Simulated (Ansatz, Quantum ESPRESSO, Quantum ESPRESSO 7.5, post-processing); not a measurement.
# Ballistic transmission: vacuum gap of 6.0 Å between two Ta(100) faces

How well does the junction conduct in the ballistic limit? It is: vacuum gap of 6.0 Å between two Ta(100) faces.

Method: plane-wave DFT, PBE, JTH PAW pseudopotentials (cross-check by Ansatz 0.2.0 with PAW datasets), in Quantum ESPRESSO 7.5.

Most raw output is cut from this account.

### 1. Starting point

The cell holds 20 atoms: 20 Ta. Its edges and angles: a = 3.320 Å, b = 3.320 Å, c = 37.540 Å, α = 90.0°, β = 90.0°, γ = 90.0°. It derives from Ta. Regions: left lead, 10 atoms (10 Ta); right lead, 10 atoms (10 Ta). The structure is stacked along c, and the current runs across the ab planes.

### 2. SCF with pw.x

One periodic cell holds a stretch of lead, the junction and more lead; the atoms stay as built.

File scf.in:

```
&control
  prefix = 'scf'
  outdir = './out'
  pseudo_dir = './pseudo'
  calculation = 'scf'
  tprnfor = .true.
/
&system
  ibrav = 0
  nat = 20
  ntyp = 1
  ecutwfc = 45
  ecutrho = 360
  occupations = 'smearing'
  smearing = 'mv'
  degauss = 0.01
/
&electrons
  conv_thr = 1e-07
  mixing_beta = 0.25
  electron_maxstep = 120
  mixing_mode = 'local-TF'
/
ATOMIC_SPECIES
  Ta  180.9479  Ta.GGA_PBE-JTH.UPF
CELL_PARAMETERS angstrom
  3.32000000000000 0.00000000000000 0.00000000000000
  0.00000000000000 3.32000000000000 0.00000000000000
  0.00000000000000 0.00000000000000 37.53999999999999
ATOMIC_POSITIONS crystal
  Ta  0.000000000000 0.000000000000 0.000000000000
  Ta  0.500000000000 0.500000000000 0.044219499201
  Ta  0.000000000000 0.000000000000 0.088438998402
  Ta  0.500000000000 0.500000000000 0.132658497603
  Ta  0.000000000000 0.000000000000 0.176877996803
  Ta  0.500000000000 0.500000000000 0.221097496004
  Ta  0.000000000000 0.000000000000 0.265316995205
  Ta  0.500000000000 0.500000000000 0.309536494406
  Ta  0.000000000000 0.000000000000 0.353755993607
  Ta  0.500000000000 0.500000000000 0.397975492808
  Ta  0.000000000000 0.000000000000 0.557805007991
  Ta  0.500000000000 0.500000000000 0.602024507192
  Ta  0.000000000000 0.000000000000 0.646244006393
  Ta  0.500000000000 0.500000000000 0.690463505594
  Ta  0.000000000000 0.000000000000 0.734683004795
  Ta  0.500000000000 0.500000000000 0.778902503996
  Ta  0.000000000000 0.000000000000 0.823122003197
  Ta  0.500000000000 0.500000000000 0.867341502397
  Ta  0.000000000000 0.000000000000 0.911561001598
  Ta  0.500000000000 0.500000000000 0.955780500799
K_POINTS automatic
  7 7 1 0 0 0
```

Run with:

```bash
OMP_NUM_THREADS=1 mpirun -n 4 pw.x -nk 2 -in scf.in > scf.out
```

The job ended after 5.2 min (4 MPI ranks of Arm Neoverse V2, shared host; peak memory 2 GiB; 21 min of CPU time).

Numbers from this step:

| Property | Result |
| --- | --- |
| free energy | -197859.9126 eV |
| Fermi energy | 15.59 eV |

The program's own clock; routines nest. Time by routine:

```
     routine  wall time (s)  calls
       PWSCF          308.6      1
   electrons          290.6      1
     c_bands          235.9     18
     cegterg          227.8     90
       h_psi          123.9    379
        fftw          81.47  76528
    vloc_psi          71.43    379
      calbec          39.93    489
    sum_band          33.56     18
h_psi:calbec          25.94    379
  add_vuspsi          25.34    379
       s_psi           25.3    379
    init_run          14.28      1
     PAW_pot          13.23     19
```

The run needed 18 iterations to bring the estimated error under 1e-07 Ry; the largest force on any atom, held or free, is 1.30 eV/Å.

### 3. Transmission with pwcond.x

prefixt takes both regions from one run: the lead from 0 to bdl, the scattering region from bdl to bds (units of alat). ikind = 1 puts the same lead on both sides. The program's T_tot counts both spins in a run without spin; the tables below give T per spin.

File cond.in:

```
&inputcond
  outdir = './out'
  prefixt = 'scf'
  tran_file = 'cond.dat'
  bdl = 2.0000000000
  bds = 11.3072289157
  ikind = 1
  ewind = 4.0
  epsproj = 1e-05
  nz1 = 7
  energy0 = 0.4
  denergy = -0.4
/
28
  0.00000000 0.00000000 0.00694444
  0.00000000 0.08333333 0.02777778
  0.00000000 0.16666667 0.02777778
  0.00000000 0.25000000 0.02777778
  0.00000000 0.33333333 0.02777778
  0.00000000 0.41666667 0.02777778
  0.00000000 0.50000000 0.01388889
  0.08333333 0.08333333 0.02777778
  0.08333333 0.16666667 0.05555556
  0.08333333 0.25000000 0.05555556
  0.08333333 0.33333333 0.05555556
  0.08333333 0.41666667 0.05555556
  0.08333333 0.50000000 0.02777778
  0.16666667 0.16666667 0.02777778
  0.16666667 0.25000000 0.05555556
  0.16666667 0.33333333 0.05555556
  0.16666667 0.41666667 0.05555556
  0.16666667 0.50000000 0.02777778
  0.25000000 0.25000000 0.02777778
  0.25000000 0.33333333 0.05555556
  0.25000000 0.41666667 0.05555556
  0.25000000 0.50000000 0.02777778
  0.33333333 0.33333333 0.02777778
  0.33333333 0.41666667 0.05555556
  0.33333333 0.50000000 0.02777778
  0.41666667 0.41666667 0.02777778
  0.41666667 0.50000000 0.02777778
  0.50000000 0.50000000 0.00694444
3
```

Run with:

```bash
OMP_NUM_THREADS=1 mpirun -n 4 pwcond.x -in cond.in > cond.out
```

Wall time 5.1 min (4 MPI ranks); peak memory 0.41 GiB; 21 min of CPU time.

Numbers from this step:

| Item | Value |
| --- | --- |
| lead channels at the Fermi level, one spin | 2.604 |
| transmission at the Fermi level, one spin | 0.07314 |
| conductance | 0.07314 G₀ |

Per spin; mean over the k mesh across the current. The open channels, zone mean by energy, zero at the Fermi level:

```
energy (eV)  open channels, zone mean
     -0.400                      2.52
      0.000                      2.60
      0.400                      1.83
```

Per spin; mean over the k mesh across the current. The transmission, zone mean by energy, zero at the Fermi level:

```
energy (eV)  transmission, zone mean
     -0.400                   0.0465
      0.000                   0.0731
      0.400                    0.168
```

At 0.000 eV; k in fractions of b1, b2. Transmission by k point:

```
     k1       k2    weight         t  channels
      0        0  0.006944   7.50e-7         1
      0  0.08333   0.02778  0.003993         1
      0   0.1667   0.02778    0.8252         3
      0     0.25   0.02778    0.1466         3
      0   0.3333   0.02778   0.01048         5
      0   0.4167   0.02778   0.03985         5
      0      0.5   0.01389    0.0484         4
0.08333  0.08333   0.02778   3.50e-7         1
0.08333   0.1667   0.05556    0.5201         3
0.08333     0.25   0.05556   0.09868         3
0.08333   0.3333   0.05556   0.03355         5
0.08333   0.4167   0.05556    0.0784         4
0.08333      0.5   0.02778   0.03496         4
 0.1667   0.1667   0.02778   0.02544         3
 0.1667     0.25   0.05556  0.007632         2
 0.1667   0.3333   0.05556   2.35e-5         1
 0.1667   0.4167   0.05556   0.01442         3
 0.1667      0.5   0.02778   0.01074         4
   0.25     0.25   0.02778   1.94e-4         1
   0.25   0.3333   0.05556   1.09e-4         1
   0.25   0.4167   0.05556   6.42e-4         2
   0.25      0.5   0.02778  0.001085         2
 0.3333   0.3333   0.02778   1.99e-4         1
 0.3333   0.4167   0.05556   6.75e-4         2
 0.3333      0.5   0.02778   3.49e-4         2
 0.4167   0.4167   0.02778   7.23e-4         2
 0.4167      0.5   0.02778   4.84e-4         2
    0.5      0.5  0.006944   4.07e-4         2
```

The program's own clock; routines nest. Time by routine:

```
     routine  wall time (s)  calls
      PWCOND          307.6      1
scatter_forw          266.8    168
       local          19.62     28
      compbs          12.82     84
    compbs_2          10.58     84
        init           1.64      1
       poten           0.07      1
```

The run is unpolarised; a magnetic state was not tried, may lie lower and would change T.

At no point does T exceed the number of channels.

### 4. The open system, with ewind = 6.0 and epsproj = 1e-07

A sensitivity test on the input.

cond.w.in is the input of step 3 with these lines changed:

```diff
@@ -3,3 +3,3 @@
   prefixt = 'scf'
-  tran_file = 'cond.dat'
+  tran_file = 'cond.w.dat'
   bdl = 2.0000000000
@@ -7,4 +7,4 @@
   ikind = 1
-  ewind = 4.0
-  epsproj = 1e-05
+  ewind = 6.0
+  epsproj = 1e-07
   nz1 = 7
```

Run with:

```bash
OMP_NUM_THREADS=1 mpirun -n 4 pwcond.x -in cond.w.in > cond.w.out
```

Run time: 9 min. Hardware: 4 MPI ranks; peak memory 0.48 GiB.

Beside the run it was changed from:

```
                                  quantity  this run  unchanged run  difference
 transmission at the Fermi level, one spin   0.07318        0.07314      4.3e-5
lead channels at the Fermi level, one spin     2.604          2.604           0
                             wall time (s)       540            308
```

Over all energies T moves by up to 0.0032, at 0.4 eV.

The physical values in this table move by up to 0.059 %.

### 5. The open system, with bdl = 5.312 Å in length

Another try, with an input changed as a hurried user might.

cond.bad.in is the input of step 3 with these lines changed:

```diff
@@ -3,4 +3,4 @@
   prefixt = 'scf'
-  tran_file = 'cond.dat'
-  bdl = 2.0000000000
+  tran_file = 'cond.bad.dat'
+  bdl = 1.6000000000
   bds = 11.3072289157
```

Run with:

```bash
OMP_NUM_THREADS=1 mpirun -n 4 pwcond.x -in cond.bad.in > cond.bad.out
```

The job ended after 5.1 min (4 MPI ranks; peak memory 0.42 GiB).

The run finished, but its numbers are not taken as the system's. The fault: a lead boundary that cuts the period.

Beside the run it was changed from:

```
                                  quantity  this run  unchanged run  difference
 transmission at the Fermi level, one spin   0.04917        0.07314      -0.024
lead channels at the Fermi level, one spin     1.514          2.604        -1.1
                             wall time (s)       308            308
```

Over all energies T moves by up to 0.10, at 0.4 eV, where the two runs count unlike lead channels.

The physical values in this table move by up to 42 %.

### 6. Cross-check with Ansatz

As a check, the same structure is run in Ansatz.

Level of this step: plane-wave DFT, PBE, Ansatz PAW (Ansatz 0.2.0).

File input.yaml:

```yaml
crystal:
  lattice:
    - [3.32, 0.0, 0.0]
    - [0.0, 3.32, 0.0]
    - [0.0, 0.0, 37.54]
  atoms:
    - { symbol: Ta, position: [0.0, 0.0, 0.0] }
    - { symbol: Ta, position: [0.5, 0.5, 0.0442194992] }
    - { symbol: Ta, position: [0.0, 0.0, 0.0884389984] }
    - { symbol: Ta, position: [0.5, 0.5, 0.1326584976] }
    - { symbol: Ta, position: [0.0, 0.0, 0.1768779968] }
    - { symbol: Ta, position: [0.5, 0.5, 0.221097496] }
    - { symbol: Ta, position: [0.0, 0.0, 0.2653169952] }
    - { symbol: Ta, position: [0.5, 0.5, 0.3095364944] }
    - { symbol: Ta, position: [0.0, 0.0, 0.3537559936] }
    - { symbol: Ta, position: [0.5, 0.5, 0.3979754928] }
    - { symbol: Ta, position: [0.0, 0.0, 0.557805008] }
    - { symbol: Ta, position: [0.5, 0.5, 0.6020245072] }
    - { symbol: Ta, position: [0.0, 0.0, 0.6462440064] }
    - { symbol: Ta, position: [0.5, 0.5, 0.6904635056] }
    - { symbol: Ta, position: [0.0, 0.0, 0.7346830048] }
    - { symbol: Ta, position: [0.5, 0.5, 0.778902504] }
    - { symbol: Ta, position: [0.0, 0.0, 0.8231220032] }
    - { symbol: Ta, position: [0.5, 0.5, 0.8673415024] }
    - { symbol: Ta, position: [0.0, 0.0, 0.9115610016] }
    - { symbol: Ta, position: [0.5, 0.5, 0.9557805008] }
kpoints:
  mp_grid: { grid: [7, 7, 1] }
hamiltonian:
  xc: pbe
scf:
  occupations: { method: fermi_dirac, width: 0.1 }
  convergence: { dr2_threshold: 1.0e-08 }
output:
  transmission: { leads: [[0, 2]], e_range: [-0.4, 0.4], de: 0.4, kmesh: [12, 12] }
  write_potential: true
  write_density: true
  volumetric_format: npy
```

Run with:

```bash
ansatz run input.yaml --threads 4 --pin off --max-ram 8192MiB --backend cpu --events-out ev --progress --plain --runs-dir out
```

Elapsed: 33 s, on 4 threads; peak memory 1.6 GiB.

Numbers from this step:

| Quantity | Value |
| --- | --- |
| free energy | -198641.7315 eV |
| energy at zero smearing | -198641.3122 eV |
| smearing term TS | 0.8386 eV |
| Fermi energy | 15.90 eV |
| symmetry operations | 16 |
| transmission at the Fermi level, one spin | 0.07321 |
| lead channels at the Fermi level, one spin | 2.521 |
| step of the lead's Hamiltonian over a period | 3 meV |

Per spin; mean over the k mesh across the current. Transmission, zone mean against energy, zero at the Fermi level:

```
energy (eV)  transmission, zone mean
     -0.400                   0.0492
      0.000                   0.0732
      0.400                    0.153
```

Per spin; mean over the k mesh across the current. Open channels, zone mean against energy, zero at the Fermi level:

```
energy (eV)  open channels, zone mean
     -0.400                      2.60
      0.000                      2.52
      0.400                      1.72
```

Ansatz finds T = 0.0732 against pwcond's 0.0731.

### 7. All levels side by side

All levels:

```
                   step  T at the Fermi level (per spin)  conductance (G0)  r.m.s. T(E) from the first  CPU time of the step (s)  peak memory (GiB)
                 Ansatz                          0.07321                 -                           0                     120.3              1.611
                 pwcond                          0.07314           0.07314                    0.008668                      1232               0.41
pwcond, changed setting                          0.07318           0.07318                    0.006881                      2161               0.48
```

Per spin; mean over the k mesh across the current. Transmission, zone mean against energy, zero at the Fermi level:

```
energy (eV)  Ansatz  pwcond  pwcond, changed setting
     -0.400  0.0492  0.0465                   0.0464
      0.000  0.0732  0.0731                   0.0732
      0.400   0.153   0.168                    0.165
```

### 8. A check by hand

The Landauer sum over the mesh, Σ w T = 0.0556 × 0.52 + 0.0278 × 0.825 + 0.0556 × 0.0987 + … = 0.07314.

G = 0.0731 × 77.48 µS = 5.67 µS a cell. Times the area of 11.022 Å², the resistance-area product is A/G = 19.5 fΩ m², the leads' contact resistance included.

### 9. Outcome

* conductance from T at the Fermi level, a cell (G₀ = 2e²/h): 0.0731 G₀
* conductance per area: 51.4 S/μm²
* lead channels per spin: 2.60
* the same conductance by Ansatz: 0.0732 G₀

**Reading.** The junction conducts 0.0731 G₀ a cell at the Fermi level (PBE, JTH PAW). At the Fermi level the junction passes 2.8 % of what the leads offer. At the Fermi level pwcond and Ansatz differ by 0.096 %, a close match. The codes count unlike numbers of lead channels on 8 % of the mesh. Points with over 2.5 times the mean carry 71 % of T, so the mean leans on few points, and the mesh was not tested. Over -0.4 to 0.4 eV, T lies between 0.047 and 0.17 per spin. The geometry is as built, not relaxed, and the leads are short. Semilocal functionals lack the image potential in a vacuum gap. Spin-orbit coupling is left out; depending on the atoms that carry the levels of interest, it can split and shift them by tenths of an eV to an eV or more.

[Logs are printed without paths, hosts, clocks, repeated set-up lines and the standing remarks that a program may print on its own settings, such as how far it seeks lower states.]

[Hosts, paths, dates, database ids (printed as entryN), source tags and the programs' standing remarks are cut or masked in the printed files.]

[Maps of the electrostatic potential energy from Ansatz leave out the sawtooth potential of an applied field or a dipole correction, so their vacuum need not be flat; planar profiles and work functions include it.]
